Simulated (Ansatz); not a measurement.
**Sensitivity of the G0W0 gap of LiCl (Fm-3m)**

Aim: change settings of a G0W0 run on LiCl (Fm-3m) and see what moves.

Method: G0W0 on PBE, plane waves, PAW; PAW set soft_1, in Ansatz 0.2.0.

## Step 1: Set-up

It takes space group Fm-3m (No. 225, cubic). Conventional cell: a = 5.143 Å, b = 5.143 Å, c = 5.143 Å, α = 90.00°, β = 90.00°, γ = 90.00°. Li has 6 Cl at 2.57 Å nearest. Nearest to Cl lie 6 Li at 2.57 Å. Farther neighbours and most contacts between anions are not listed.

Coordinates:

```cif
data_structure
_symmetry_space_group_name_H-M 'P 1'
_symmetry_Int_Tables_number 1
_cell_length_a 3.6367
_cell_length_b 3.6367
_cell_length_c 3.6367
_cell_angle_alpha 60.000
_cell_angle_beta 60.000
_cell_angle_gamma 60.000
_cell_volume 34.01
loop_
_atom_site_label
_atom_site_type_symbol
_atom_site_fract_x
_atom_site_fract_y
_atom_site_fract_z
_atom_site_occupancy
Li1 Li 0.00000 0.00000 0.00000 1
Cl2 Cl 0.50000 0.50000 0.50000 1
```

The cell and positions come from the Crystallography Open Database and are kept as given unless a step says otherwise.

## Step 2: The base run: 4×4×4 mesh, 101 empty bands, screening to 120 eV, PAW set soft_1 files

Now the one-shot GW correction: screening in the RPA, then the self-energy of the levels asked for. This step takes PAW set soft_1 files.

input.yaml

```yaml
crystal:
  lattice:
    - [0.0, 2.5715, 2.5715]
    - [2.5715, 0.0, 2.5715]
    - [2.5715, 2.5715, 0.0]
  atoms:
    - { symbol: Li, position: [0.0, 0.0, 0.0] }
    - { symbol: Cl, position: [0.5, 0.5, 0.5] }
kpoints:
  mp_grid: { grid: [4, 4, 4] }
hamiltonian:
  xc: pbe
  pseudopotentials: { kind: paw, azcp: { folder: soft_1 } }
scf:
  occupations: { method: fixed }
gw:
  n_empty_bands: 101
  ecut_chi: 120
  qp_bands: [v2, c2]
  qp_kpoints: band_edges
  screening: { model: contour_deformation }
```

Started as:

```bash
$ ansatz run input.yaml --threads 24 --pin off --max-ram 82944MiB --backend cuda --events-out ev --progress --plain --runs-dir out --devices 1 --max-vram 78GiB
```

Numbers of over 12 decimals in the logs are rounded to 6 here.

Output:

```text
GPUs: using 1 of 1 available (devices: 1).
Engine: ansatz 0.2.0, aarch64-unknown-linux-gnu
Pseudopotentials: kind: paw
Pseudopotential: Li, paw, valence charge 3, recommended cutoff 420 eV (normal), soft_1/Li.paw.azcp
Pseudopotential: Cl, paw, valence charge 7, recommended cutoff 420 eV (normal), soft_1/Cl.paw.azcp
Functional definition: PBE
  parameter kappa = 0.804
  parameter beta = 0.066725
  exchange = pbe_x(kappa = kappa, mu = beta*pi^2/3)
  correlation = pbe_c(beta = beta)
device memory: the entry about to start is reckoned to put 1.7 GiB on a device that reports 172.9 GiB free (of which the cap on the GPU budget leaves the run 78.0 GiB)
GPU FFT provider: cuFFT
GPU libraries: cuBLAS 13.8.1, cuFFT 12.4.0, cuSOLVER 12.3.2
GPU matrix products: emulated (plane waves: as basis.precision tells), large ones in fixed point in workspaces of 1.00 GiB
Crystal: 2 atoms, lattice volume = 34.009 Å³
Basis set: ecut = 420 eV, 645 PW (Γ)
Bands: 9, of which v1, the nominal top of the filled ones, is band 5 counted from 1 (4 counted from 0)
Symmetry: 48 space group operations
Space group: Fm-3m (ITA 225), of the structure as read, at distance tolerance 3.2e-5 Å
k-points: 8 of 64
Non-local potential: Li, projectors of the file, l = 0: 3, l = 1: 2, l = 2: 1
Non-local potential: Cl, projectors of the file, l = 0: 2, l = 1: 2, l = 2: 1
PAW form: soft (Blöchl's): semilocal exchange-correlation on the pseudo side does not see the compensation charge
PAW one-centre angular grid: Li, 110 points (default); XC on 96 Gauss nodes
PAW one-centre angular grid: Cl, 110 points (default); XC on 64 Gauss nodes
Initial density: superposition of atomic densities (chi_scale 0.1, normalization cell, long waves kept (reshape's long-wave potential 0.00 eV rms))
Initial wavefunctions: pseudopotential atomic-orbital guess
GPU buffer pool allocated for 15625 grid points (all kernels)
GPU transforms: local potential and band sums: pruned to the plane-wave sphere, on 25×25×25
Functional: x = pbe(κ = 0.804, μ = 0.219515), c = pbe(β = 0.066725)
SCF iter   1: F=—  HF=-1287.803090 eV  |F-HF|=—  |Δ(HF+E_count)|=         —  Δρ=2.86e-2  dr2=1.93e-1  ethr=3.10e-3  ⟨swp⟩=5.6  Hψ=490  notcnv=0  defer=8
preconditioner: auto → none  [insulator: Δε(μ)=5.859 eV  Ē_g=13.736 eV  n_scr=8 (ndim 8)  ℏωp=18.0 eV  f_vac=0.000  ε∞_Penn≈2.7]
SCF iter   2: F=—  HF=-1287.819451 eV  |F-HF|=—  |Δ(HF+E_count)|=   1.64e-2  Δρ=1.36e-2  dr2=4.23e-2  ethr=1.93e-3  ⟨swp⟩=2.2  Hψ=162  notcnv=0  defer=8
SCF iter   3: F=—  HF=-1287.829186 eV  |F-HF|=—  |Δ(HF+E_count)|=   9.73e-3  Δρ=2.99e-3  dr2=2.78e-3  ethr=4.23e-4  ⟨swp⟩=2.1  Hψ=120  notcnv=0  defer=10
SCF iter   4: F=—  HF=-1287.828729 eV  |F-HF|=—  |Δ(HF+E_count)|=   4.57e-4  Δρ=4.68e-4  dr2=4.83e-5  ethr=2.78e-5  ⟨swp⟩=2.9  Hψ=124  notcnv=0  defer=13
[...]
--- Per-component energies (eV) ---
  E_band       = -103.967464
  E_kinetic    = 169.964885
  E_local      = -328.965172  (includes V_loc(G=0)·N_el)
  E_nonlocal   = 11.491830
  E_hartree    = 96.660295
  E_xc         = -117.323505
  E_vxc        = -129.235588  (∫ρ·V_xc dr)
  E_paw        = -683.313273  (= ΣΔE_a)
  E_vpaw       = -20.544836  (= ΣTr[D̂ρ^β])
  E_aug_tail   = 0.000363  (compensation charges beyond the density's cutoff)
  E_ewald      = -436.344230
  E_smearing   = -0.000000  (= −TS)
  E_closure    = 0.000000  (closes the sum)
  Σ components = -1287.828807   (vs F -1287.828807, Δ=0.00e0)
--- Band table (eV; the first three rows and the last of 8) ---
  k-point 0: bands = ["-41.9077", "-11.7452", "1.6243", "1.6243", "1.6243", "7.9089", "13.4081", "13.4081", "13.4081"]
  k-point 1: bands = ["-41.9063", "-11.4819", "0.0605", "1.4916", "1.4916", "8.8074", "12.2225", "12.2225", "12.5161"]
  k-point 2: bands = ["-41.9050", "-11.1863", "-1.1593", "1.3723", "1.3723", "8.3582", "11.0528", "11.0528", "14.5155"]
  k-point 7: bands = ["-41.9042", "-10.9554", "-0.4668", "-0.4668", "0.5768", "11.0778", "11.7029", "11.9838", "11.9838"]
--- G₀W₀: contour deformation, 5 samples at zero and on the imaginary axis and 2 off it, 64 q-points, 101 empty bands' worth ---
  eigenvalues of the whole cell's RPA ε∞ on this k-mesh (on a slab, of 1 + 4πα/V) = 2.8305, 2.8305, 2.8305; static W/v taken at q = 0 is 0.353292
  gw.qp_kpoints: band_edges: 7 of 8 stored k-points solved, in 1 pass; an edge of the gap read off the rows below is read off those points alone
    valence top: of the k-points left out ik 7 came nearest to being solved in a further pass, in band 5 (counted from 1, as in the quasiparticle table): it holds the edge there only if its correction is more favourable than any solved in that band by at least 1.047 eV; those differ by 0.157 eV
    conduction bottom: of the k-points left out ik 7 came nearest to being solved in a further pass, in band 6 (counted from 1, as in the quasiparticle table): it holds the edge there only if its correction is more favourable than any solved in that band by at least 3.169 eV; those differ by 0.215 eV
    ik  band        ε_KS         Σx   Σc(E_QP)       V_xc       Z   E_QP_lin       E_QP  E_QP is
     0     4      1.6243   -21.3280     2.5666   -17.0997  0.7998    -0.0636    -0.0374  root
     0     5      1.6243   -21.3280     2.5666   -17.0997  0.7998    -0.0636    -0.0374  root
     0     6      7.9089    -6.1497    -3.6864   -10.6023  0.8432     8.6795     8.6752  root
     0     7     13.4081    -4.5034    -4.0773    -9.7879  0.8322    14.6297    14.6152  root
     1     4      1.4916   -21.2385     2.5942   -16.9607  0.7993    -0.2192    -0.1919  root
     1     5      1.4916   -21.2385     2.5942   -16.9607  0.7993    -0.2192    -0.1919  root
     1     6      8.8074    -5.4611    -3.7206   -10.0294  0.8424     9.6605     9.6551  root
     1     7     12.2225    -3.9985    -4.0495    -9.2507  0.8354    13.4389    13.4252  root
[...]
6     4      0.5383   -20.3064     2.7866   -15.7016  0.7955    -1.3157    -1.2799  root
     6     5      0.5383   -20.3064     2.7866   -15.7016  0.7955    -1.3157    -1.2799  root
     6     6      9.4344    -5.0914    -3.6786    -9.7515  0.8434    10.4234    10.4159  root
     6     7      9.8742    -3.9316    -3.5479    -8.3232  0.8481    10.7231    10.7179  root
[key lines of the parts left out:]
SCF converged after 6 iterations
Free energy (F): -1287.828807 eV
Fermi energy:    1.624262 eV
```

Wall time 1.5 s (1 × NVIDIA GB200 (shared by 2 runs) with 24 threads of Arm Neoverse V2, shared host); peak memory 1.1 GiB.

This step gave:

```
bands summed                                 : 106
RPA ε∞ on this mesh (eigenvalues)            : 2.831, 2.831, 2.831
plane waves in the screening matrix          : 113
q-points in the mesh                         : 64
G0W0 gap on the mesh                         : 8.713 eV
k of the valence top                         : 0, 0, 0
k of the conduction bottom                   : 0, 0, 0
starting gap on the mesh                     : 6.285 eV
Z at the valence top                         : 0.7998
Z at the conduction bottom                   : 0.8432
least direct G0W0 gap on the computed points : 8.713 eV
```

The gap on the mesh goes from 6.28 eV to 8.71 eV, a correction of +2.43 eV. Between the two edge states, bare exchange in place of the xc potential would open the gap by 8.68 eV, and correlation takes back 6.25 eV.

## Step 3: Variant: low screening cutoff

input.yaml, as its differences from that of step 2:

```diff
@@ -17,3 +17,3 @@
   n_empty_bands: 101
-  ecut_chi: 120
+  ecut_chi: 55
   qp_bands: [v2, c2]
```

Output:

```text
GPUs: using 1 of 1 available (devices: 1).
[...]
GPU FFT provider: cuFFT
GPU libraries: cuBLAS 13.8.1, cuFFT 12.4.0, cuSOLVER 12.3.2
[...]
Crystal: 2 atoms, lattice volume = 34.009 Å³
Basis set: ecut = 420 eV, 645 PW (Γ)
Bands: 9, of which v1, the nominal top of the filled ones, is band 5 counted from 1 (4 counted from 0)
Symmetry: 48 space group operations
[...]
k-points: 8 of 64
[...]
GPU buffer pool allocated for 15625 grid points (all kernels)
[...]
SCF iter   1: F=—  HF=-1287.803090 eV  |F-HF|=—  |Δ(HF+E_count)|=         —  Δρ=2.86e-2  dr2=1.93e-1  ethr=3.10e-3  ⟨swp⟩=5.6  Hψ=490  notcnv=0  defer=8
[...]
SCF iter   6: F=-1287.828807 eV  HF=-1287.828807 eV  |F-HF|=6.21e-9  |Δ(HF+E_count)|=   5.31e-7  Δρ=4.06e-6  dr2=3.78e-9  ethr=1.00e-9  ⟨swp⟩=4.2  Hψ=384  notcnv=0
SCF 1 converged in 6 iterations: F = -1287.828807 eV  dr2 = 3.78e-9
[...]
NSCF: frozen V_eff on 8 k-points
[...]
G₀W₀ screening: q 1/8
[... further progress lines ...]
[...]
SCF converged after 6 iterations
Free energy (F): -1287.828807 eV
[...]
Internal energy: -1287.828807 eV  (E = F + TS)
E sigma→0 (E₀):  -1287.828807 eV
Fermi energy:    1.624262 eV
[...]
--- Band table (eV; the first three rows and the last of 8) ---
[...]
0     4      1.6243   -21.3280     2.8172   -17.0997  0.8078     0.1945     0.2131  root
     0     5      1.6243   -21.3280     2.8172   -17.0997  0.8078     0.1945     0.2131  root
     0     6      7.9089    -6.1497    -3.7137   -10.6023  0.8452     8.6519     8.6478  root
     0     7     13.4081    -4.5034    -4.0261    -9.7879  0.8336    14.6824    14.6664  root
     1     4      1.4916   -21.2385     2.8398   -16.9607  0.8072     0.0339     0.0535  root
     1     5      1.4916   -21.2385     2.8398   -16.9607  0.8072     0.0339     0.0535  root
     1     6      8.8074    -5.4611    -3.7239   -10.0294  0.8439     9.6572     9.6517  root
     1     7     12.2225    -3.9985    -4.0154    -9.2507  0.8362    13.4739    13.4593  root
[...]
6     4      0.5383   -20.3064     2.9931   -15.7016  0.8025    -1.1011    -1.0733  root
     6     5      0.5383   -20.3064     2.9931   -15.7016  0.8025    -1.1011    -1.0733  root
     6     6      9.4344    -5.0914    -3.6780    -9.7515  0.8442    10.4240    10.4164  root
     6     7      9.8742    -3.9316    -3.5477    -8.3232  0.8484    10.7234    10.7181  root
```

Run time: 1.3 s. Hardware: 1 × NVIDIA GB200 (shared by 2 runs) with 24 threads; peak memory 1.1 GiB; 3.8 s of CPU time.

Against the base:

```tsv
setting	base	variant
screening cutoff (eV)	120	55
```

```tsv
quantity	variant	base
starting gap on the mesh	6.285	6.285
G0W0 gap on the mesh	8.435	8.713
least direct G0W0 gap on the computed points	8.435	8.713
Z at the valence top	0.808	0.800
Z at the conduction bottom	0.845	0.843
```

## Step 4: Variant: larger pair-density box

input.yaml, as its differences from that of step 3:

```diff
@@ -16,4 +16,4 @@
 gw:
-  n_empty_bands: 101
-  ecut_chi: 55
+  n_empty_bands: 77
+  ecut_chi: 100
   qp_bands: [v2, c2]
@@ -21 +21,2 @@
   screening: { model: contour_deformation }
+  ecutfock_ratio: 2
```

Output:

```text
GPUs: using 1 of 1 available (devices: 1).
[...]
GPU FFT provider: cuFFT
GPU libraries: cuBLAS 13.8.1, cuFFT 12.4.0, cuSOLVER 12.3.2
[...]
Crystal: 2 atoms, lattice volume = 34.009 Å³
Basis set: ecut = 420 eV, 645 PW (Γ)
Bands: 9, of which v1, the nominal top of the filled ones, is band 5 counted from 1 (4 counted from 0)
Symmetry: 48 space group operations
[...]
k-points: 8 of 64
[...]
GPU buffer pool allocated for 15625 grid points (all kernels)
[...]
SCF iter   1: F=—  HF=-1287.803090 eV  |F-HF|=—  |Δ(HF+E_count)|=         —  Δρ=2.86e-2  dr2=1.93e-1  ethr=3.10e-3  ⟨swp⟩=5.6  Hψ=490  notcnv=0  defer=8
[...]
SCF iter   6: F=-1287.828807 eV  HF=-1287.828807 eV  |F-HF|=6.21e-9  |Δ(HF+E_count)|=   5.31e-7  Δρ=4.06e-6  dr2=3.78e-9  ethr=1.00e-9  ⟨swp⟩=4.2  Hψ=384  notcnv=0
SCF 1 converged in 6 iterations: F = -1287.828807 eV  dr2 = 3.78e-9
[...]
G₀W₀ screening: q 1/8
[... further progress lines ...]
[...]
SCF converged after 6 iterations
Free energy (F): -1287.828807 eV
[...]
Internal energy: -1287.828807 eV  (E = F + TS)
E sigma→0 (E₀):  -1287.828807 eV
Fermi energy:    1.624262 eV
[...]
--- Band table (eV; the first three rows and the last of 8) ---
[...]
bands read: the sum over 82 bands ends inside a degenerate multiplet in 2 slots, whose members it reads at an even weight; the widest, k=0: bands 82 to 84 (counted from 1) at 1/3 each
[...]
0     4      1.6243   -21.3280     2.6543   -17.0997  0.8010     0.0269     0.0502  root
     0     5      1.6243   -21.3280     2.6543   -17.0997  0.8010     0.0269     0.0502  root
     0     6      7.9089    -6.1497    -3.6517   -10.6023  0.8438     8.7146     8.7099  root
     0     7     13.4081    -4.5034    -4.0264    -9.7879  0.8326    14.6820    14.6661  root
     1     4      1.4916   -21.2385     2.6809   -16.9607  0.8005    -0.1297    -0.1053  root
     1     5      1.4916   -21.2385     2.6809   -16.9607  0.8005    -0.1297    -0.1053  root
     1     6      8.8074    -5.4611    -3.6836   -10.0294  0.8429     9.6980     9.6920  root
     1     7     12.2225    -3.9985    -4.0089    -9.2507  0.8357    13.4805    13.4658  root
[...]
6     4      0.5383   -20.3064     2.8627   -15.7016  0.7966    -1.2364    -1.2038  root
     6     5      0.5383   -20.3064     2.8627   -15.7016  0.7966    -1.2364    -1.2038  root
     6     6      9.4344    -5.0914    -3.6493    -9.7515  0.8437    10.4531    10.4452  root
     6     7      9.8742    -3.9316    -3.5140    -8.3232  0.8484    10.7575    10.7518  root
```

Run time: 1.7 s. Hardware: 1 × NVIDIA GB200 (shared by 2 runs) with 24 threads; peak memory 1.1 GiB; 3.3 s of CPU time.

The G0W0 gap on the mesh is 8.660 eV.

Against the base:

```tsv
setting	base	variant
empty bands	101	77
screening cutoff (eV)	120	100
ecutfock ratio	-	2
```

```tsv
quantity	variant	base
starting gap on the mesh	6.285	6.285
G0W0 gap on the mesh	8.660	8.713
least direct G0W0 gap on the computed points	8.660	8.713
Z at the valence top	0.801	0.800
Z at the conduction bottom	0.844	0.843
```

## Step 5: Outcome

| Quantity | Value |
| --- | --- |
| base | 8.71 eV, 1.5 s |
| low screening cutoff | 8.43 eV, 1.3 s |
| larger pair-density box | 8.66 eV, 1.7 s |

In words: Low screening cutoff: the gap moves by −0.28 eV; such settings are too crude to quote. Larger pair-density box: the gap moves by −0.05 eV. The variant differs from the base in empty bands, screening cutoff and ecutfock ratio together, so the change can't be laid to one of them. All runs here use a coarse mesh and modest cutoffs; they test settings and are not final values. The 4×4×4 mesh is coarse for this cell (its supercell is 15 Å along the shortest edge). The RPA ε∞ on it, from the PBE start, is 2.83; such meshes misread the long-range screening, most where the gap is narrow.

[Paths, hosts, dates, memory and timing lines, banners, echoed tables and standing remarks are left out of the program output.]

[Logs are printed without paths, hosts, clocks, repeated set-up lines and the standing remarks that a program may print on its own settings, such as how far it seeks lower states.]

[Runs of the session that timed out or met a known fault of the program may be left out.]

[Cells called generated may have been cut or substituted from an entry of the Crystallography Open Database or the Materials Project.]

[Hosts, paths, dates, database ids (printed as entryN), source tags and the programs' standing remarks are cut or masked in the printed files.]
